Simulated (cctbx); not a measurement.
# A crystallographic session in cctbx: Yb3CuGeS7

Library: cctbx 2025.11. The data are simulated by the first script.

## 1. Simulate the data

run.py:

```python
from cctbx import adptbx, crystal, miller, sgtbx, xray
from cctbx.array_family import flex
from iotbx.shelx import hklf
from scitbx import matrix
import scitbx.random

cs = crystal.symmetry(unit_cell=(9.801, 9.801, 5.783, 90, 90, 120), space_group_symbol='Hall: P 6c')  # P6_3
atoms = [  # label, site, U (iso, or U11 U22 U33 U12 U13 U23 in A^2), occupancy
    ("Yb1", (0.3528, 0.1279, 0.2437), (0.0033, 0.0047, 0.0037, 0.0016, -0.0010, 0.0001), 1),
    ("Ge1", (2/3, 1/3, 0.8317), (0.0049, 0.0049, 0.0057, 0.0025, 0.0000, 0.0000), 1),
    ("Cu1", (0, 0, 0.1949), (0.0066, 0.0066, 0.0038, 0.0033, 0.0000, 0.0000), 1),
    ("S1", (0.4234, 0.9023, 0.4992), (0.0100, 0.0064, 0.0106, 0.0016, -0.0007, -0.0001), 1),
    ("S2", (0.7371, 0.8976, 0.207), (0.0128, 0.0169, 0.0080, 0.0106, -0.0010, -0.0019), 1),
    ("S3", (1/3, 2/3, 0.9556), (0.0110, 0.0110, 0.0103, 0.0055, 0.0000, 0.0000), 1),
]
xs = xray.structure(crystal_symmetry=cs)
for label, site, u, occ in atoms:
    u = adptbx.u_cif_as_u_star(cs.unit_cell(), u) if isinstance(u, tuple) else u
    xs.add_scatterer(xray.scatterer(label, site=site, u=u, occupancy=occ))
xs.set_inelastic_form_factors(0.71073, "sasaki")
xs.show_summary()
p1 = xs.expand_to_p1()
ms = miller.build_set(p1, anomalous_flag=True, d_min=0.7)
flex.set_random_seed(268995)
scitbx.random.set_random_seed(268995)
ms = ms.select(flex.random_double(ms.size()) < 0.7)
i = ms.structure_factors_from_scatterers(p1, algorithm="direct").f_calc().as_intensity_array().data()
i = i * 70000 / flex.max(i)
sig = flex.sqrt(i + flex.pow2(0.06 * i) + 15 ** 2)
noise = scitbx.random.variate(scitbx.random.normal_distribution())(i.size())
data = ms.array(data=i + sig * noise, sigmas=sig).set_observation_type_xray_intensity()
with open("data.hkl", "w") as f:
    data.export_as_shelx_hklf(f)
print("reflections written:", data.size(), " <I/sigma> = %.1f" % flex.mean(data.data() / data.sigmas()))
for h, a, b in list(data.sort("data"))[:12]:
    print("%4d%4d%4d %9.1f %7.1f" % (h + (a, b)))
```

```console
$ python run.py
```

```text
Number of scatterers: 6
At special positions: 3
Unit cell: (9.801, 9.801, 5.783, 90, 90, 120)
Space group: P 63 (No. 173)
reflections written: 4152  <I/sigma> = 13.7
   0   0   2   74980.3  4120.8
   0   0  -2   69030.8  4208.4
   0   0  -4   63022.6  3464.4
   0   0   4   61479.3  3314.5
   2  -4   0   60678.3  3537.1
   4  -2   0   58394.4  3537.1
   3   1   0   41306.6  2316.2
  -1   4   0   38184.1  2316.2
  -1  -5   2   38139.5  2099.6
   1   5   0   36382.5  2066.0
   6  -1  -2   36288.3  2126.4
  -1  -5   0   35856.8  2066.0
```

Run time: 0.48 s on 1 thread of Arm Neoverse N1 (shared host), peak memory 0.07 GiB.

## 2. Symmetry

run.py:

```python
from cctbx import crystal, sgtbx, statistics
from cctbx.array_family import flex
from iotbx.shelx import hklf

p1 = crystal.symmetry(unit_cell=(9.801, 9.801, 5.783, 90, 90, 120), space_group_symbol="P 1")
raw = hklf.reader(file_name="data.hkl").as_miller_arrays(crystal_symmetry=p1, anomalous=True)[0]
print(raw.size(), "reflections to d = %.3f A" % raw.d_min())
isig = raw.data() / raw.sigmas()
print("centring   violations  <I/sigma> of those")
best = "P"
for c in "ABCIRF":
    a = raw.customized_copy(space_group_info=sgtbx.space_group_info("Hall: %s 1" % c)).sys_absent_flags().data()
    m = flex.mean(isig.select(a))
    print("%5s %10d of %5d %8.1f" % (c, (isig.select(a) > 4).count(True), a.count(True), m))
    if (isig.select(a) > 4).count(True) < 0.01 * a.count(True):
        best = c
raw = raw.select(~raw.customized_copy(space_group_info=sgtbx.space_group_info("Hall: %s 1" % best)).sys_absent_flags().data())
isig = raw.data() / raw.sigmas()
rows = []
for s in sgtbx.space_group_symbol_iterator():
    g = sgtbx.space_group(s)
    if g.conventional_centring_type_symbol() != best or not g.is_compatible_unit_cell(p1.unit_cell(), 1e-3, 0.02):
        continue
    rows.append((s, g))
print("Laue class    unique    Rint  (classes that these axes allow; Friedel mates merged)")
rint = {}
for s, g in rows:
    laue = g.build_derived_patterson_group()
    key = laue.type().hall_symbol()
    if key not in rint:
        m = raw.customized_copy(space_group_info=laue.info(), anomalous_flag=False).merge_equivalents()
        rint[key] = m.r_int()
        print("%-14s %6d %7.3f" % (laue.type().lookup_symbol(), m.array().size(), m.r_int()))
floor = min(rint.values())
good = [(s, g) for s, g in rows if rint[g.build_derived_patterson_group().type().hall_symbol()] < 2 * floor + 0.03]
top = max(g.build_derived_patterson_group().order_z() for s, g in good)
print("space group    extra absences  I>4sigma  <I/sigma>")
for s, g in good:
    laue = g.build_derived_patterson_group()
    if laue.order_z() != top:
        continue
    a = raw.customized_copy(space_group_info=g.info()).sys_absent_flags().data()
    a &= ~raw.customized_copy(space_group_info=laue.info()).sys_absent_flags().data()
    bad = (isig.select(a) > 4).count(True)
    if bad <= 0.03 * a.count(True):
        print("%-16s %8d %10d %9s  %s" % (s.universal_hermann_mauguin(), a.count(True), bad, "%.1f" % flex.mean(isig.select(a)) if a.count(True) else "-", "centric" if g.is_centric() else "acentric"))
laue = max(good, key=lambda t: t[1].build_derived_patterson_group().order_z())[1].build_derived_patterson_group()
f = raw.customized_copy(space_group_info=laue.info(), anomalous_flag=False).merge_equivalents().array().eliminate_sys_absent().f_sq_as_f()
f.set_observation_type_xray_amplitude()
bins = max(3, min(8, f.size() // 12))
f.setup_binner(n_bins=bins)
w = statistics.wilson_plot(f, {e: n / laue.order_z() for e, n in {'Yb': 6.0, 'Ge': 2.0, 'Cu': 2.0, 'S': 14.0}.items()}, e_statistics=True)
print("Wilson B = %.2f A^2   <|E^2-1|> = %.3f (0.968 centric, 0.736 acentric)   E^2>4: %.1f %%" % (w.wilson_b, w.mean_e_sq_minus_1, w.percent_e_sq_gt_2))
print("shell (A)         n   <I/sigma>")
m = raw.customized_copy(space_group_info=laue.info(), anomalous_flag=False).merge_equivalents().array().eliminate_sys_absent()
for b in m.setup_binner(n_bins=bins).range_used():
    sel = m.binner().selection(b)
    print("%5.2f - %4.2f %6d %8.1f" % (min(m.binner().bin_d_range(b)[0] if m.binner().bin_d_range(b)[0] > 0 else 99, 99), m.binner().bin_d_range(b)[1], sel.count(True), flex.mean((m.data() / m.sigmas()).select(sel))))
```

```console
$ python run.py
```

```text
4152 reflections to d = 0.700 A
centring   violations  <I/sigma> of those
    A       1958 of  2063     13.6
    B       1985 of  2083     13.6
    C       1979 of  2068     13.8
    I       1989 of  2080     13.6
    R       2645 of  2779     13.8
    F       2961 of  3107     13.7
Laue class    unique    Rint  (classes that these axes allow; Friedel mates merged)
P -1             2686   0.045
P 1 1 2/m        1578   0.047
P -3              989   0.050
P -3 1 m          544   0.528
P -3 m 1          577   0.529
P 6/m             542   0.052
P 6/m m m         337   0.530
space group    extra absences  I>4sigma  <I/sigma>
P 6                     0          0         -  acentric
P 63                    4          0       0.2  acentric
P -6                    0          0         -  acentric
P 6/m                   0          0         -  centric
P 63/m                  4          0       0.2  centric
Wilson B = 0.39 A^2   <|E^2-1|> = 0.865 (0.968 centric, 0.736 acentric)   E^2>4: 2.4 %
shell (A)         n   <I/sigma>
 8.49 - 1.40     73     32.9
 1.40 - 1.11     71     34.5
 1.11 - 0.97     66     30.0
 0.97 - 0.88     65     31.4
 0.88 - 0.82     64     31.0
 0.82 - 0.77     72     28.6
 0.77 - 0.73     62     29.4
 0.73 - 0.70     69     28.6
```

Time: 0.52 s.

## 3. Charge flipping

run.py:

```python
import itertools
from cctbx import crystal, maptbx
from cctbx.array_family import flex
from iotbx.shelx import hklf
from smtbx.ab_initio import charge_flipping as cf

cs = crystal.symmetry(unit_cell=(9.801, 9.801, 5.783, 90, 90, 120), space_group_symbol='Hall: P 6c')  # P6_3
raw = hklf.reader(file_name="data.hkl").as_miller_arrays(crystal_symmetry=cs, anomalous=True)[0]
merged = raw.eliminate_sys_absent().merge_equivalents()
fo2 = merged.array().set_observation_type_xray_intensity()
f = fo2.average_bijvoet_mates().f_sq_as_f().resolution_filter(d_min=0.7)
p1 = f.expand_to_p1()
p1.setup_binner_counting_sorted(reflections_per_bin=max(40, p1.size() // 12))
work = p1.array(data=p1.data() / p1.amplitude_quasi_normalisations().data())
flex.set_random_seed(18900)
it = cf.weak_reflection_improved_iterator(delta=None, weak_reflection_fraction=0.2)
it.start(work, phases=flex.random_double(p1.size()) * 6.2832, f_000=0)
it.delta = 1 * it.rho_map.sigma()
print("cycle      R  skewness")
for n, st in enumerate(itertools.islice(it, 200)):
    if n % 16 == 0:
        print("%5d %6.3f %8.2f" % (n, st.r1_factor(), st.rho_map.skewness()))
rho = p1.phase_transfer(it.f_calc).fft_map().apply_volume_scaling()
polish = cf.low_density_elimination_iterator(constant_rho_c=rho.sigma())
polish.start(f_obs=p1, phases=it.f_calc, f_000=0)
for _ in range(8):
    next(polish)
print("origin shift          correlation  skewness")
maps = []
for fc, shift, cc in itertools.islice(cf.f_calc_symmetrisations(f, polish.f_calc, 0), 4):
    m = f.phase_transfer(fc).fft_map(symmetry_flags=maptbx.use_space_group_symmetry, resolution_factor=0.25).apply_sigma_scaling()
    maps.append((m.skewness(), cc, m))
    print("%6.3f %6.3f %6.3f %10.3f %9.2f" % (tuple(shift) + (cc, m.skewness())))
skew, cc, m = max((t for t in maps if t[1] > maps[0][1] - 0.04), key=lambda t: t[0])
print("taken: symmetry correlation %.3f, skewness %.2f" % (cc, skew))
peaks = m.peak_search(parameters=maptbx.peak_search_parameters(min_distance_sym_equiv=0.9, max_clusters=11)).all()
sps = cs.special_position_settings(min_distance_sym_equiv=0.5)
print("peak      x       y       z  mult  height/sigma")
for k, (x, h) in enumerate(zip(peaks.sites(), peaks.heights())):
    ss = sps.site_symmetry(x)
    print("Q%-3d %7.4f %7.4f %7.4f %4d %8.1f" % ((k + 1,) + tuple(t % 1 for t in ss.exact_site()) + (ss.multiplicity(), h)))
```

```console
$ python run.py
```

```text
cycle      R  skewness
    0  0.559     0.35
   16  0.431     2.56
   32  0.377     8.44
   48  0.320     8.39
   64  0.319     8.37
   80  0.323     8.29
   96  0.324     8.41
  112  0.328     8.36
  128  0.334     8.32
  144  0.328     8.28
  160  0.331     8.41
  176  0.330     8.26
  192  0.317     8.29
origin shift          correlation  skewness
 0.242  0.042  0.000      0.795      2.95
 0.131  0.485  0.000      0.753      1.44
 0.748  0.126  0.000      0.729      1.40
 0.059  0.882  0.000      0.727      1.57
taken: symmetry correlation 0.795, skewness 2.95
peak      x       y       z  mult  height/sigma
Q1    0.1207  0.7727  0.6022    6     15.0
Q2    0.0000  0.0000  0.3927    2      7.3
Q3    0.0164  0.4664  0.3645    6      6.6
Q4    0.2909  0.5903  0.1930    6      5.2
Q5    0.2201  0.4987  0.7046    6      4.8
Q6    0.0000  0.0000  0.0898    2      4.4
Q7    0.9933  0.1542  0.2100    6      4.3
Q8    0.0379  0.4131  0.1986    6      4.2
Q9    0.3333  0.6667  0.9896    2      4.0
Q10   0.1190  0.3042  0.3515    6      3.7
Q11   0.0729  0.1797  0.6996    6      3.2
```

Time: 0.84 s.

## 4. Refinement (model from the peaks)

run.py:

```python
import math
from cctbx import adptbx, crystal, maptbx, sgtbx, xray
from cctbx.array_family import flex
from cctbx.xray import observations
from iotbx.shelx import hklf
from scitbx.lstbx import normal_eqns_solving
from smtbx import absolute_structure, utils
from smtbx.refinement import constraints, least_squares

cs = crystal.symmetry(unit_cell=(9.801, 9.801, 5.783, 90, 90, 120), space_group_symbol='Hall: P 6c')  # P6_3
atoms = [  # label, site, U (iso, or U11 U22 U33 U12 U13 U23 in A^2), occupancy
    ("Yb1", (0.1207, 0.7727, 0.6022), 0.0200, 1),
    ("Ge1", (0, 0, 0.3927), 0.0200, 1),
    ("S1", (0.0164, 0.4664, 0.3645), 0.0200, 1),
    ("S2", (0.2909, 0.5903, 0.193), 0.0200, 1),
    ("Cu1", (0, 0, 0.0898), 0.0200, 1),
    ("S3", (0.3333, 0.6667, 0.9896), 0.0200, 1),
]
xs = xray.structure(crystal_symmetry=cs)
for label, site, u, occ in atoms:
    u = adptbx.u_cif_as_u_star(cs.unit_cell(), u) if isinstance(u, tuple) else u
    xs.add_scatterer(xray.scatterer(label, site=site, u=u, occupancy=occ))
xs.set_inelastic_form_factors(0.71073, "sasaki")
raw = hklf.reader(file_name="data.hkl").as_miller_arrays(crystal_symmetry=cs, anomalous=True)[0]
merged = raw.eliminate_sys_absent().merge_equivalents()
fo2 = merged.array().set_observation_type_xray_intensity()
print("Rint %.3f, %d unique reflections to %.2f A" % (merged.r_int(), fo2.size(), fo2.d_min()))
for sc in xs.scatterers():
    sc.flags.set_grad_site(True)
    sc.flags.set_grad_u_aniso(sc.flags.use_u_aniso())
    sc.flags.set_grad_u_iso(sc.flags.use_u_iso())
obs = fo2.as_xray_observations()
extra = {}
rep = constraints.reparametrisation(xs, [], utils.connectivity_table(xs), **extra)
ls = least_squares.crystallographic_ls(obs, rep, weighting_scheme=least_squares.mainstream_shelx_weighting(a=0, b=0))
print("cycle     R1     wR2    GooF  max shift (A)")
for cycle in range(6):
    ls.build_up()
    r1, wr2, goof = ls.r1_factor(cutoff_factor=2)[0], ls.wR2(), ls.goof()
    old = xs.sites_cart()
    normal_eqns_solving.levenberg_marquardt_iterations(ls, n_max_iterations=3, tau=0.0001, step_threshold=1e-7)
    big = flex.max((xs.sites_cart() - old).norms())
    print("%4d %7.4f %7.4f %7.3f %9.5f" % (cycle + 1, r1, wr2, goof, big))
    ls.build_up(objective_only=True)
    if abs(ls.wR2() - wr2) < 5e-5 and big < 5e-4:
        break
ls.build_up()
print("final R1 %.4f wR2 %.4f GooF %.3f  parameters %d  data/parameter %.1f" % (ls.r1_factor(cutoff_factor=2)[0], ls.wR2(), ls.goof(), ls.n_parameters, fo2.size() / ls.n_parameters))
cov = ls.covariance_matrix_and_annotations()
su = dict(zip(cov.annotations, (math.sqrt(max(v, 0)) for v in cov.matrix.matrix_packed_u_diagonal())))
a2 = cs.unit_cell().reciprocal_parameters()[0] ** -2
print("atom        x        y        z      Ueq    occ   su(xyz)  su(Uiso or U11)")
for sc in xs.scatterers():
    s = max(su.get(sc.label + k, 0) for k in (".x", ".y", ".z"))
    npd = "" if sc.is_positive_definite_u(cs.unit_cell()) else "  NPD"
    print("%-5s %8.5f %8.5f %8.5f %8.4f %6.3f %8.5f %7.4f%s" % ((sc.label,) + sc.site + (sc.u_iso_or_equiv(cs.unit_cell()), sc.occupancy, s, su.get(sc.label + ".uiso", su.get(sc.label + ".u11", 0) * a2), npd)))
fo = fo2.f_sq_as_f()
fc = fo.structure_factors_from_scatterers(xs, algorithm="direct").f_calc()
diff = fo.f_obs_minus_f_calc(1 / math.sqrt(ls.scale_factor()), fc).average_bijvoet_mates()
m = diff.fft_map(symmetry_flags=maptbx.use_space_group_symmetry, resolution_factor=0.25).apply_volume_scaling()
print("difference map: max %.2f min %.2f rms %.2f" % (m.statistics().max(), m.statistics().min(), m.statistics().sigma()))
peaks = m.peak_search(parameters=maptbx.peak_search_parameters(min_distance_sym_equiv=0.6, max_clusters=5)).all()
near = xs.closest_distances(peaks.sites(), distance_cutoff=4)
sps = cs.special_position_settings(min_distance_sym_equiv=0.5)
for k, (x, h) in enumerate(zip(peaks.sites(), peaks.heights())):
    ss = sps.site_symmetry(x)
    print("Q%-3d %7.4f %7.4f %7.4f %4d %7.2f  %.2f A from %s" % ((k + 1,) + tuple(t % 1 for t in ss.exact_site()) + (ss.multiplicity(), h, near.smallest_distances[k], xs.scatterers()[near.i_seqs[k]].label)))
```

```console
$ python run.py
```

```text
Rint 0.044, 988 unique reflections to 0.70 A
cycle     R1     wR2    GooF  max shift (A)
   1  0.6748  0.9280  25.337   0.06694
   2  0.4629  0.8045  21.966   0.03081
   3  0.4074  0.7516  20.521   0.00506
   4  0.4057  0.7501  20.480   0.00471
   5  0.4042  0.7488  20.443   0.00439
   6  0.4027  0.7475  20.408   0.00410
final R1 0.4012 wR2 0.7462 GooF 20.373  parameters 18  data/parameter 54.9
atom        x        y        z      Ueq    occ   su(xyz)  su(Uiso or U11)
Yb1    0.12839  0.77612  0.60137   0.0001  1.000  0.00218  0.0018
Ge1    0.00000  0.00000  0.39751   0.0230  1.000  0.00629  0.0070
S1     0.02225  0.46117  0.36516   0.0219  1.000  0.01606  0.0094
S2     0.28624  0.59354  0.19275   0.0233  1.000  0.01200  0.0080
Cu1    0.00000  0.00000  0.08824   0.0228  1.000  0.01194  0.0069
S3     0.33333  0.66667  0.99095   0.0137  1.000  0.01581  0.0100
difference map: max 232.55 min -83.75 rms 10.39
Q1    0.1291  0.7753  0.6006    6  245.44  0.01 A from Yb1
Q2    0.3333  0.6667  0.0192    2  110.24  0.16 A from S3
Q3    0.3333  0.6667  0.1910    2   78.67  0.63 A from S2
Q4    0.1028  0.8405  0.1041    6   59.76  2.25 A from Cu1
Q5    0.0000  0.0000  0.0389    2   58.38  0.29 A from Cu1
```

Time: 0.91 s.

Figures of merit this high mean that the model is still wrong or incomplete.

## 5. Charge flipping

run.py, as its changes from the last script of this kind:

```diff
@@ -13,3 +13,2 @@
-p1.setup_binner_counting_sorted(reflections_per_bin=max(40, p1.size() // 12))
-work = p1.array(data=p1.data() / p1.amplitude_quasi_normalisations().data())
-flex.set_random_seed(18900)
+work = p1
+flex.set_random_seed(18901)
@@ -20,2 +19,2 @@
-for n, st in enumerate(itertools.islice(it, 200)):
-    if n % 16 == 0:
+for n, st in enumerate(itertools.islice(it, 400)):
+    if n % 33 == 0:
```

```console
$ python run.py
```

```text
cycle      R  skewness
    0  0.555     0.29
   33  0.419     2.26
   66  0.426     4.38
   99  0.334     8.21
  132  0.324     8.23
  165  0.304     8.04
  198  0.303     8.11
  231  0.322     8.33
  264  0.316     8.16
  297  0.314     8.22
  330  0.309     7.95
  363  0.311     8.03
  396  0.324     8.24
origin shift          correlation  skewness
 0.223  0.864  0.000      0.769      1.47
 0.097  0.081  0.000      0.752      2.10
 0.703  0.926  0.000      0.752      1.50
 0.223  0.864  0.000      0.769      1.47
taken: symmetry correlation 0.752, skewness 2.10
peak      x       y       z  mult  height/sigma
Q1    0.1294  0.7678  0.8034    6     12.4
Q2    0.0000  0.0000  0.2824    2      5.2
Q3    0.2427  0.5359  0.3077    6      4.2
Q4    0.0154  0.9499  0.1552    6      4.1
Q5    0.0000  0.0000  0.0271    2      4.0
Q6    0.0636  0.5342  0.5786    6      4.0
Q7    0.1442  0.5789  0.2444    6      3.9
Q8    0.1152  0.8220  0.0948    6      3.5
Q9    0.2347  0.5798  0.7189    6      3.4
Q10   0.1439  0.7848  0.4352    6      3.3
Q11   0.1041  0.5335  0.0871    6      3.2
```

Time: 1.1 s.

## 6. Refinement (model from the peaks)

run.py, as its changes from the last script of this kind:

```diff
@@ -12,6 +12,5 @@
-    ("Yb1", (0.1207, 0.7727, 0.6022), 0.0200, 1),
-    ("Ge1", (0, 0, 0.3927), 0.0200, 1),
-    ("S1", (0.0164, 0.4664, 0.3645), 0.0200, 1),
-    ("S2", (0.2909, 0.5903, 0.193), 0.0200, 1),
-    ("Cu1", (0, 0, 0.0898), 0.0200, 1),
-    ("S3", (0.3333, 0.6667, 0.9896), 0.0200, 1),
+    ("Yb1", (0.1294, 0.7678, 0.8034), 0.0200, 1),
+    ("Ge1", (0, 0, 0.2824), 0.0200, 1),
+    ("S1", (0.2427, 0.5359, 0.3077), 0.0200, 1),
+    ("S2", (0, 0, 0.0271), 0.0200, 1),
+    ("S3", (0.0636, 0.5342, 0.5786), 0.0200, 1),
@@ -62 +61 @@
-peaks = m.peak_search(parameters=maptbx.peak_search_parameters(min_distance_sym_equiv=0.6, max_clusters=5)).all()
+peaks = m.peak_search(parameters=maptbx.peak_search_parameters(min_distance_sym_equiv=0.6, max_clusters=6)).all()
```

```console
$ python run.py
```

```text
Rint 0.044, 988 unique reflections to 0.70 A
cycle     R1     wR2    GooF  max shift (A)
   1  0.6072  0.8946  24.399   0.06421
   2  0.4459  0.8047  21.949   0.05134
   3  0.3989  0.7555  20.606   0.01335
   4  0.3953  0.7519  20.509   0.01295
   5  0.3918  0.7485  20.415   0.01238
   6  0.3884  0.7452  20.324   0.01169
final R1 0.3852 wR2 0.7420 GooF 20.237  parameters 16  data/parameter 61.8
atom        x        y        z      Ueq    occ   su(xyz)  su(Uiso or U11)
Yb1    0.12704  0.77422  0.80425   0.0001  1.000  0.00171  0.0017
Ge1    0.00000  0.00000  0.27851   0.0141  1.000  0.00759  0.0053
S1     0.23383  0.54333  0.30795   0.0229  1.000  0.01952  0.0077
S2     0.00000  0.00000  0.02574   0.0206  1.000  0.02137  0.0140
S3     0.07550  0.53682  0.57900   0.0232  1.000  0.01053  0.0079
difference map: max 193.09 min -50.34 rms 9.01
Q1    0.1293  0.7774  0.8061    6  196.52  0.03 A from Yb1
Q2    0.3333  0.6667  0.3948    2  108.26  1.22 A from S1
Q3    0.0000  0.0000  0.2392    2   93.79  0.23 A from Ge1
Q4    0.3333  0.6667  0.2145    2   89.87  1.24 A from S1
Q5    0.1036  0.8393  0.2871    6   48.05  2.26 A from Ge1
Q6    0.0866  0.5188  0.5701    6   46.49  0.26 A from S3
```

It took 0.92 s on 1 thread of Arm Neoverse N1 (shared host), peak memory 0.09 GiB.

Figures of merit this high mean that the model is still wrong or incomplete.

[Logs are printed without paths, hosts, clocks, repeated set-up lines and the standing remarks that a program may print on its own settings, such as how far it seeks lower states.]
